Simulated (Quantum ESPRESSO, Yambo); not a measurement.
# A GW chain in Yambo: PtSe2 (1T monolayer), part 2 of 3

Wanted: ground state, empty states, screening and self-energy for PtSe2 (1T monolayer).

Quantum ESPRESSO 7.5 and Yambo 5.3.0; PBE and many-body steps on it, plane waves. Known limits of the many-body steps: not at the basis limit; no spin polarisation; d states lean on the start; no spin-orbit coupling.

So far. Step 3 (Ground state): The gap is indirect, with the least direct gap 0.10 eV higher.

## Step 4: Bands along the symmetry lines

Level of this step: DFT, PBE, plane waves, norm-conserving pseudopotentials (Quantum ESPRESSO).

Levels along a band path, at the cheap level, show where the edges lie and whether the meshes to come will hold them.

pw.in reads:

```
&control
  calculation = 'bands'
  prefix = 'x'
  outdir = 'o'
  pseudo_dir = 'pseudo'
/
&system
  ibrav = 0
  nat = 3
  ntyp = 2
  ecutwfc = 104.0
  nbnd = 39
  force_symmorphic = .true.
/
&electrons
  conv_thr = 1e-9
  electron_maxstep = 80
  diago_full_acc = .true.
  diago_thr_init = 5e-6
/
ATOMIC_SPECIES
  Pt 195.08 Pt.upf
  Se 78.971 Se.upf
CELL_PARAMETERS angstrom
  3.7512094685 -0.0000000001 0.0000000000
  -1.8756047341 3.2486426947 0.0000000000
  0.0000000000 0.0000000000 15.0000000000
ATOMIC_POSITIONS crystal
  Pt 0.0000000000 0.0000000000 0.5000000000
  Se 0.3333333333 0.6666666667 0.5869754293
  Se 0.6666666667 0.3333333333 0.4130245707
K_POINTS crystal
  25
  0.00000000 0.00000000 0.00000000 1
  0.06250000 0.00000000 0.00000000 1
  0.12500000 0.00000000 0.00000000 1
  0.18750000 0.00000000 0.00000000 1
  0.25000000 0.00000000 0.00000000 1
  0.31250000 0.00000000 0.00000000 1
  0.37500000 0.00000000 0.00000000 1
  0.43750000 0.00000000 0.00000000 1
  0.50000000 0.00000000 0.00000000 1
  0.47916667 0.04166667 0.00000000 1
  0.45833333 0.08333333 0.00000000 1
  0.43750000 0.12500000 0.00000000 1
  0.41666666 0.16666666 0.00000000 1
  0.39583333 0.20833333 0.00000000 1
  0.37500000 0.25000000 0.00000000 1
  0.35416666 0.29166666 0.00000000 1
  0.33333333 0.33333333 0.00000000 1
  0.29166666 0.29166666 0.00000000 1
  0.25000000 0.25000000 0.00000000 1
  0.20833333 0.20833333 0.00000000 1
  0.16666666 0.16666666 0.00000000 1
  0.12500000 0.12500000 0.00000000 1
  0.08333333 0.08333333 0.00000000 1
  0.04166667 0.04166667 0.00000000 1
  0.00000000 0.00000000 0.00000000 1
```

The run is started by

```console
$ OMP_NUM_THREADS=1 mpirun -n 16 pw.x -nk 16 -in pw.in > pw.out
```

The program printed:

```text
[banner, memory and clock lines left out]
Program PWSCF v.7.5 starts

     Atomic positions and unit cell read from directory:
     o/x.save/

     Message from routine setup:
     using ibrav=0 with symmetry is DISCOURAGED, use correct ibrav instead

     G-vector sticks info

     bravais-lattice index     =            0
     lattice parameter (alat)  =       7.0888  a.u.
     unit-cell volume          =    1233.5624 (a.u.)^3
     number of atoms/cell      =            3
     number of atomic types    =            2
     number of electrons       =        66.00
     number of Kohn-Sham states=           39
     kinetic-energy cutoff     =     104.0000  Ry
     charge density cutoff     =     416.0000  Ry
     Exchange-correlation= PBE
                           (   1   4   3   4   0   0   0)

     celldm(1)=   7.088759  celldm(2)=   0.000000  celldm(3)=   0.000000
     celldm(4)=   0.000000  celldm(5)=   0.000000  celldm(6)=   0.000000

     crystal axes: (cart. coord. in units of alat)
               a(1) = (   1.000000  -0.000000   0.000000 )
               a(2) = (  -0.500000   0.866025   0.000000 )
               a(3) = (   0.000000   0.000000   3.998710 )

     reciprocal axes: (cart. coord. in units 2 pi/alat)
               b(1) = (  1.000000  0.577350 -0.000000 )
               b(2) = (  0.000000  1.154701 -0.000000 )
               b(3) = ( -0.000000 -0.000000  0.250081 )
     Pseudo is Norm-conserving + core correction, Zval = 18.0
     Generated using ONCVPSP code by D. R. Hamann
     Using radial grid of 1374 points,  8 beta functions with:
     Pseudo is Norm-conserving + core correction, Zval = 24.0
     Generated using ONCVPSP code by D. R. Hamann
     Using radial grid of 1214 points,  6 beta functions with:
     Pt               18.00   195.08000     Pt( 1.00)
     Se               24.00    78.97100     Se( 1.00)

     12 Sym. Ops., with inversion, found

   Cartesian axes

     site n.     atom                  positions (alat units)
         1        Pt     tau(   1) = (   0.0000000   0.0000000   1.9993552  )
         2        Se     tau(   2) = (  -0.0000000   0.5773503   2.3471447  )
         3        Se     tau(   3) = (   0.5000000   0.2886751   1.6515656  )

     number of k points=    25
                       cart. coord. in units 2pi/alat
        k(    1) = (   0.0000000   0.0000000   0.0000000), wk =   0.0800000
        k(    2) = (   0.0625000   0.0360844   0.0000000), wk =   0.0800000
        k(    3) = (   0.1250000   0.0721688   0.0000000), wk =   0.0800000
[...]
[... 13 further rows ...]
        k(   24) = (   0.0416667   0.0721688   0.0000000), wk =   0.0800000
        k(   25) = (   0.0000000   0.0000000   0.0000000), wk =   0.0800000

     Dense  grid:   176333 G-vectors     FFT dimensions: (  48,  48, 192)

     The potential is recalculated from file :
     o/x.save/charge-density

     Starting wfcs are   36 randomized atomic wfcs +    3 random wfcs

     Band Structure Calculation

     End of band structure calculation

          k = 0.0000 0.0000 0.0000 ( 22125 PWs)   bands (ev):

  -207.1274-207.1274-146.6148-146.6148-146.6148-146.6148-146.5688-146.5688
   -97.9355 -52.0851 -52.0851 -52.0080 -46.7891 -46.7891 -46.7876 -46.7876
   -46.7472 -46.7472 -46.7445 -46.7445 -46.7318 -46.7314 -13.3340 -11.5590
    -4.4339  -4.4339  -4.3839  -2.1850  -2.1850  -0.6045   0.0281   0.5605
     0.5605   3.5221   3.5221   4.9117   5.8462   6.0551   6.2039

          k = 0.0625 0.0361 0.0000 ( 22144 PWs)   bands (ev):

  -207.1274-207.1274-146.6148-146.6148-146.6148-146.6148-146.5688-146.5688
[...]
0.5638   3.2298   3.4571   5.0396   5.9320   6.1684   6.4605

          k = 0.1250 0.0722 0.0000 ( 22166 PWs)   bands (ev):

  -207.1274-207.1274-146.6148-146.6148-146.6148-146.6148-146.5688-146.5688
[...]
0.5453   2.6226   3.3100   5.3428   6.1055   6.4906   6.9189

[...]
k = 0.0417 0.0722 0.0000 ( 22163 PWs)   bands (ev):

  -207.1274-207.1274-146.6148-146.6148-146.6148-146.6148-146.5688-146.5688
[...]
0.5641   3.1561   3.4257   5.0791   5.9543   6.2060   6.5397

          k = 0.0000 0.0000 0.0000 ( 22125 PWs)   bands (ev):

  -207.1274-207.1274-146.6148-146.6148-146.6148-146.6148-146.5688-146.5688
[...]
-46.7472 -46.7472 -46.7445 -46.7445 -46.7318 -46.7314 -13.3340 -11.5590
    -4.4339  -4.4339  -4.3839  -2.1850  -2.1850  -0.6045   0.0281   0.5605
     0.5605   3.5221   3.5221   4.9117   5.8462   6.0551   6.2039

     XML data file, pseudopotentials, collected wavefunctions
```

Elapsed: 28 s, on 16 MPI ranks of Arm Neoverse V1, shared host; peak memory 2.8 GiB; 3.2 min of CPU time.

Numbers from this step:

| Property | Result |
| --- | --- |
| gap | 1.408 eV |
| k of the valence top | 0.0417, 0.0417, 0 |
| k of the conduction bottom | 0.25, 0, 0 |
| least direct gap | 1.577 eV |

The gap is 1.408 eV, +0.012 eV from the run before at this level.

Electronic bands along the path, in eV, zero at the top of the highest filled band:

| point | band 30 | band 31 | band 32 | band 33 | band 34 | band 35 | band 36 | band 37 |
| --- | --- | --- | --- | --- | --- | --- | --- | --- |
| Γ | -1.17 | -0.54 | 0.00 | 0.00 | 2.96 | 2.96 | 4.35 | 5.28 |
| halfway | -2.14 | -0.55 | -0.35 | -0.17 | 1.41 | 2.56 | 5.44 | 5.67 |
| M | -2.22 | -1.89 | -1.80 | -1.33 | 2.39 | 2.72 | 4.73 | 6.23 |
| halfway | -2.28 | -2.20 | -1.15 | -0.93 | 1.98 | 2.24 | 5.48 | 7.29 |
| K | -2.44 | -2.14 | -0.93 | -0.93 | 1.83 | 1.83 | 6.11 | 8.15 |
| halfway | -2.17 | -0.82 | -0.66 | 0.00 | 1.80 | 1.84 | 5.88 | 6.23 |
| Γ | -1.17 | -0.54 | 0.00 | 0.00 | 2.96 | 2.96 | 4.35 | 5.28 |

## Step 5: Empty states on the mesh, 6×6×1 mesh, 158 bands

The sums over transitions need many empty states on a uniform mesh; this step solves for them.

pw.in reads:

```
&control
  calculation = 'nscf'
  prefix = 'x'
  outdir = 'o'
  pseudo_dir = 'pseudo'
/
&system
  ibrav = 0
  nat = 3
  ntyp = 2
  ecutwfc = 104.0
  nbnd = 158
  force_symmorphic = .true.
/
&electrons
  conv_thr = 1e-9
  electron_maxstep = 80
  diago_full_acc = .true.
  diago_thr_init = 5e-6
/
ATOMIC_SPECIES
  Pt 195.08 Pt.upf
  Se 78.971 Se.upf
CELL_PARAMETERS angstrom
  3.7512094685 -0.0000000001 0.0000000000
  -1.8756047341 3.2486426947 0.0000000000
  0.0000000000 0.0000000000 15.0000000000
ATOMIC_POSITIONS crystal
  Pt 0.0000000000 0.0000000000 0.5000000000
  Se 0.3333333333 0.6666666667 0.5869754293
  Se 0.6666666667 0.3333333333 0.4130245707
K_POINTS automatic
  6 6 1 0 0 0
```

The run is started by

```console
$ OMP_NUM_THREADS=1 mpirun -n 16 pw.x -nk 4 -in pw.in > pw.out
```

The program printed:

```text
[banner, memory and clock lines left out]
Program PWSCF v.7.5 starts

     Atomic positions and unit cell read from directory:
     o/x.save/

     Message from routine setup:
     using ibrav=0 with symmetry is DISCOURAGED, use correct ibrav instead

     bravais-lattice index     =            0
     lattice parameter (alat)  =       7.0888  a.u.
     unit-cell volume          =    1233.5624 (a.u.)^3
     number of atoms/cell      =            3
     number of atomic types    =            2
     number of electrons       =        66.00
     number of Kohn-Sham states=          158
     kinetic-energy cutoff     =     104.0000  Ry
     charge density cutoff     =     416.0000  Ry
     Exchange-correlation= PBE
                           (   1   4   3   4   0   0   0)

     celldm(1)=   7.088759  celldm(2)=   0.000000  celldm(3)=   0.000000
     celldm(4)=   0.000000  celldm(5)=   0.000000  celldm(6)=   0.000000

     crystal axes: (cart. coord. in units of alat)
               a(1) = (   1.000000  -0.000000   0.000000 )
               a(2) = (  -0.500000   0.866025   0.000000 )
               a(3) = (   0.000000   0.000000   3.998710 )

     reciprocal axes: (cart. coord. in units 2 pi/alat)
               b(1) = (  1.000000  0.577350 -0.000000 )
               b(2) = (  0.000000  1.154701 -0.000000 )
               b(3) = ( -0.000000 -0.000000  0.250081 )
     Pseudo is Norm-conserving + core correction, Zval = 18.0
     Generated using ONCVPSP code by D. R. Hamann
     Using radial grid of 1374 points,  8 beta functions with:
     Pseudo is Norm-conserving + core correction, Zval = 24.0
     Generated using ONCVPSP code by D. R. Hamann
     Using radial grid of 1214 points,  6 beta functions with:
     Pt               18.00   195.08000     Pt( 1.00)
     Se               24.00    78.97100     Se( 1.00)

     12 Sym. Ops., with inversion, found

   Cartesian axes

     site n.     atom                  positions (alat units)
         1        Pt     tau(   1) = (   0.0000000   0.0000000   1.9993552  )
         2        Se     tau(   2) = (  -0.0000000   0.5773503   2.3471447  )
         3        Se     tau(   3) = (   0.5000000   0.2886751   1.6515656  )

     number of k points=     7
                       cart. coord. in units 2pi/alat
        k(    1) = (   0.0000000   0.0000000   0.0000000), wk =   0.0555556
        k(    2) = (   0.0000000   0.1924501   0.0000000), wk =   0.3333333
        k(    3) = (   0.0000000   0.3849002   0.0000000), wk =   0.3333333
        k(    4) = (  -0.0000000  -0.5773503   0.0000000), wk =   0.1666667
        k(    5) = (   0.1666667   0.2886751   0.0000000), wk =   0.3333333
        k(    6) = (   0.1666667   0.4811252   0.0000000), wk =   0.6666667
        k(    7) = (   0.3333333   0.5773503   0.0000000), wk =   0.1111111

     Dense  grid:   176333 G-vectors     FFT dimensions: (  48,  48, 192)

     The potential is recalculated from file :
     o/x.save/charge-density

     Starting wfcs are   36 randomized atomic wfcs +  122 random wfcs

     Band Structure Calculation

     End of band structure calculation

          k = 0.0000 0.0000 0.0000 ( 22125 PWs)   bands (ev):

  -207.1274-207.1274-146.6148-146.6148-146.6148-146.6148-146.5688-146.5688
   -97.9355 -52.0851 -52.0851 -52.0080 -46.7891 -46.7891 -46.7876 -46.7876
   -46.7472 -46.7472 -46.7445 -46.7445 -46.7318 -46.7314 -13.3340 -11.5590
    -4.4339  -4.4339  -4.3839  -2.1850  -2.1850  -0.6045   0.0281   0.5605
[...]
[... 8 further rows ...]
[...]
46.8719  47.1825  47.1825  47.4369  47.4369  47.7165

          k = 0.0000 0.1925 0.0000 ( 22126 PWs)   bands (ev):

  -207.1274-207.1274-146.6148-146.6148-146.6148-146.6148-146.5688-146.5688
[...]
[... 8 further rows ...]
[...]
44.9983  45.4974  45.7316  46.4522  46.5361  47.1565

          k = 0.0000 0.3849 0.0000 ( 22140 PWs)   bands (ev):

  -207.1274-207.1274-146.6148-146.6148-146.6148-146.6148-146.5688-146.5688
[...]
22.3277  23.0742  23.2370  23.3912  23.7947  23.9118  24.5078  24.5459
     [... 8 further rows ...]
    42.9076  43.1221  43.2414  43.5404  44.1835  44.2142  44.3206  44.3508
    44.7669  45.0274  45.2370  45.3234  45.6759  45.6835

          k =-0.0000-0.5774 0.0000 ( 21988 PWs)   bands (ev):

     [... further k-points ...]

     highest occupied, lowest unoccupied level (ev):     0.5608    2.2323

     XML data file, pseudopotentials, collected wavefunctions
```

Wall time 76 s (16 MPI ranks); peak memory 2.2 GiB.

Numbers from this step:

```yaml
gap: 1.671 eV
k_of_the_valence_top: 0.1667, 0.1667, 0
k_of_the_conduction_bottom: 0, 0.1667, 0
least_direct_gap: 1.743 eV
k_points_computed: 7
lowest_point_of_the_top_converged_band_above_the_valence_top: 44.07 eV
```

On this mesh the gap is 1.671 eV. The earlier step found 1.396 eV, so this mesh misses an edge.

## Step 6: Conversion and set-up

This step: Yambo 5.3.0; conversion and set-up on PBE, plane waves, norm-conserving pseudopotentials.

The states are converted to the many-body program's format and the q mesh is built.

The run is started by

```console
$ (cd o/x.save; p2y > p2y.log; mv SAVE ../..); yambo > setup.log
```

The program printed:

```text
 Yambo, version 5.3.0

 [02] CORE Variables Setup
 =========================

  [02.01] Unit cells
  ==================

  Cell kind             :  HCP
  Atoms in the cell     :  Pt  Se
  number of Pt atoms    :  1
  number of Se atoms    :  2

  List of atomic masses
  Mass of Pt    :  195.0800
  Mass of Se    :  78.97100

  List of atomic coordinates    : [cc]
  Pt1       :   0.00000   0.00000  14.17295  order 1
  Se1       : -0.16547E-09   4.0927       16.638      order 2
  Se2       :   3.54438   2.04635  11.70755  order 3

  Alat factors          :   7.08876   6.13904  28.34589 [a.u.]
  Direct lattice volume :   1233.56    [a.u.]
  Direct lattice vectors:  A[ 1 ]  A[ 2 ]  A[ 3 ]
   A[ 1 ]:   1.0000     -0.30782E-10   0.0000      [iru]
    7.0888     -0.18897E-09   0.0000      [cc]
   A[ 2 ]: -0.500000  1.000000  0.000000  [iru]
  -3.544379  6.139045  0.000000  [cc]
   A[ 3 ]:  0.000000  0.000000  1.000000  [iru]
    0.00000   0.00000  28.34589  [cc]

  Recip. lattice volume :  0.201084 [a.u.]
  Recip. lattice vectors:  B[ 1 ]  B[ 2 ]  B[ 3 ]
   B[ 1 ]:  1.000000  0.500000  0.000000  [iku]
   0.886359  0.511740 -0.000000  [cc]
   B[ 2 ]:  0.30782E-10   1.0000       0.0000      [iku]
   0.27284E-10   1.0235      -0.0000      [cc]
   B[ 3 ]:  0.000000  0.000000  1.000000  [iku]
  -0.000000 -0.000000  0.221661  [cc]

  [02.02] Symmetries
  ==================

  Inversion symmetry    : yes
  Spatial inversion     : yes
  Inversion index       :   7
  K-space Time-reversal : no
  Magnetic symmetries   : no
  Group table correct   : yes
  Symmetries units      :  [cc]

   [S  1]:   1.0000      0.44937E-26   0.0000     -0.41389E-16   1.0000       0.0000       0.0000       0.0000       1.0000
   [S  2]:   1.0000     -0.53316E-10   0.0000     -0.92346E-10  -1.0000       0.0000       0.0000       0.0000      -1.0000
   [S  3]: -0.500000  0.866025  0.000000 -0.866025 -0.500000  0.000000  0.000000  0.000000  1.000000
[...]
[S 11]:  0.500000  0.866025  0.000000  0.866025 -0.500000  0.000000  0.000000  0.000000  1.000000
   [S 12]:  0.500000 -0.866025  0.000000 -0.866025 -0.500000  0.000000  0.000000  0.000000  1.000000

  [02.03] Reciprocal space
  ========================

  nG shells         :   7731
  nG charge         :  176333
  nG WFs            :  25883
  nC WFs            :  22140
  G-vecs. in first 80 shells:  [ Number ]
     1    3    5    7    9   15   27   29   41
    53   55   67   79   81   93   99  101  113
   125  137  149  161  163  169  181  193  205
[...]
787   811   823   835   847   871   883   889
  ...
  Shell energy in first 80 shells:  [ mHa ]
[...]
4543.85      4550.69      4551.70      4675.55      4713.79      4738.36      4812.06      4815.10      4870.06
    4934.90      5067.61      5106.86      5108.89      5238.56      5327.97      5338.86      5527.54      5598.20
[...]
K/Q-points units:
  rlu = crystal or reduced units; cc = cartesian coordinates; iku = interal k-units

  K [1]          [rlu]:  0.000000  0.000000  0.000000
         WF components:  22125
  K [2]          [rlu]:  0.21771E-26  0.16667       0.0000
         WF components:  22126
  K [3]          [rlu]:  0.59699E-26  0.33333       0.0000
         WF components:  22140
  K [4]          [rlu]: -0.33542E-26 -0.50000       0.0000
         WF components:  21988
  K [5]          [rlu]:  0.166667  0.166667  0.000000
         WF components:  22093
  K [6]          [rlu]:  0.166667  0.333333  0.000000
         WF components:  22052
  K [7]          [rlu]:  0.333333  0.333333  0.000000
         WF components:  22038

  [02.05] Energies & Occupations
  ==============================

  [X] === General ===
  [X] Electronic Temperature                        :  0.000000  0.000000 [eV K]
  [X] Bosonic    Temperature                        :  0.000000  0.000000 [eV K]
  [X] Finite Temperature mode                       : no
  [X] El. density                                   :  0.36106E+24 [cm-3]
  [X] Fermi Level                                   :  0.560811 [eV]

  [X] === Gaps and Widths ===
  [X] Conduction Band Min                           :  1.671478 [eV]
  [X] Valence Band Max                              :  0.000000 [eV]
  [X] Filled Bands                                  :   33
  [X] Empty Bands                                   :   34  158
  [X] Direct Gap                                    :  1.742781 [eV]
  [X] Direct Gap localized at k                     :  2
  [X] Indirect Gap                                  :  1.671478 [eV]
  [X] Indirect Gap between kpts                     :   5   2
  [X] Last valence band width                       :  1.322100 [eV]
  [X] 1st conduction band width                     :  1.289810 [eV]

  E @ K [1]:  [eV]
  -207.6882 -207.6882 -147.1756 -147.1756 -147.1756 -147.1756 -147.1296 -147.1296
[...]
occ @ K [1]
[...]
E @ K [2]:  [eV]
[...]
occ @ K [2]
[...]
E @ K [3]:  [eV]
[...]
occ @ K [3]
[...]
E @ K [4]:  [eV]
[...]
occ @ K [4]
[...]
E @ K [5]:  [eV]
[...]
occ @ K [5]
[...]
E @ K [6]:  [eV]
[...]
occ @ K [6]
[...]
E @ K [7]:  [eV]
[...]
occ @ K [7]
[...]
0.000000  0.000000  0.000000  0.000000  0.000000  0.000000  0.000000  0.000000
   0.000000  0.000000  0.000000  0.000000  0.000000  0.000000  0.000000  0.000000

 [03] Transferred momenta grid and indexing
 ==========================================

 IBZ Q-points                                      :   7
 BZ  Q-points                                      :   36

 K/Q-points units:
 rlu = crystal or reduced units; cc = cartesian coordinates; iku = interal k-units

 Q [1]          [rlu]:  0.000000  0.000000  0.000000
 Q [2]          [rlu]: -0.79653E-17  0.16667       0.0000
 Q [3]          [rlu]: -0.15931E-16  0.33333       0.0000
 Q [4]          [rlu]:  0.23896E-16 -0.50000       0.0000
 Q [5]          [rlu]:  0.166667  0.166667  0.000000
 Q [6]          [rlu]:  0.166667  0.333333  0.000000
 Q [7]          [rlu]:  0.333333  0.333333  0.000000

  [03.01] X indexes
  =================

   [03.01.01] Sigma indexes
   ========================

 [06] Game Over & Game summary
```

Run time: 5.4 s. Hardware: 1 MPI rank; peak memory 0.27 GiB.

(Continued in part 3 of 3.)

[Paths, hosts, dates, memory and timing lines, banners, echoed tables and standing remarks are left out of the program output.]

[Logs are printed without paths, hosts, clocks, repeated set-up lines and the standing remarks that a program may print on its own settings, such as how far it seeks lower states.]

[Runs of the session that timed out or met a known fault of the program may be left out.]

[Hosts, paths, dates, database ids (printed as entryN), source tags and the programs' standing remarks are cut or masked in the printed files.]
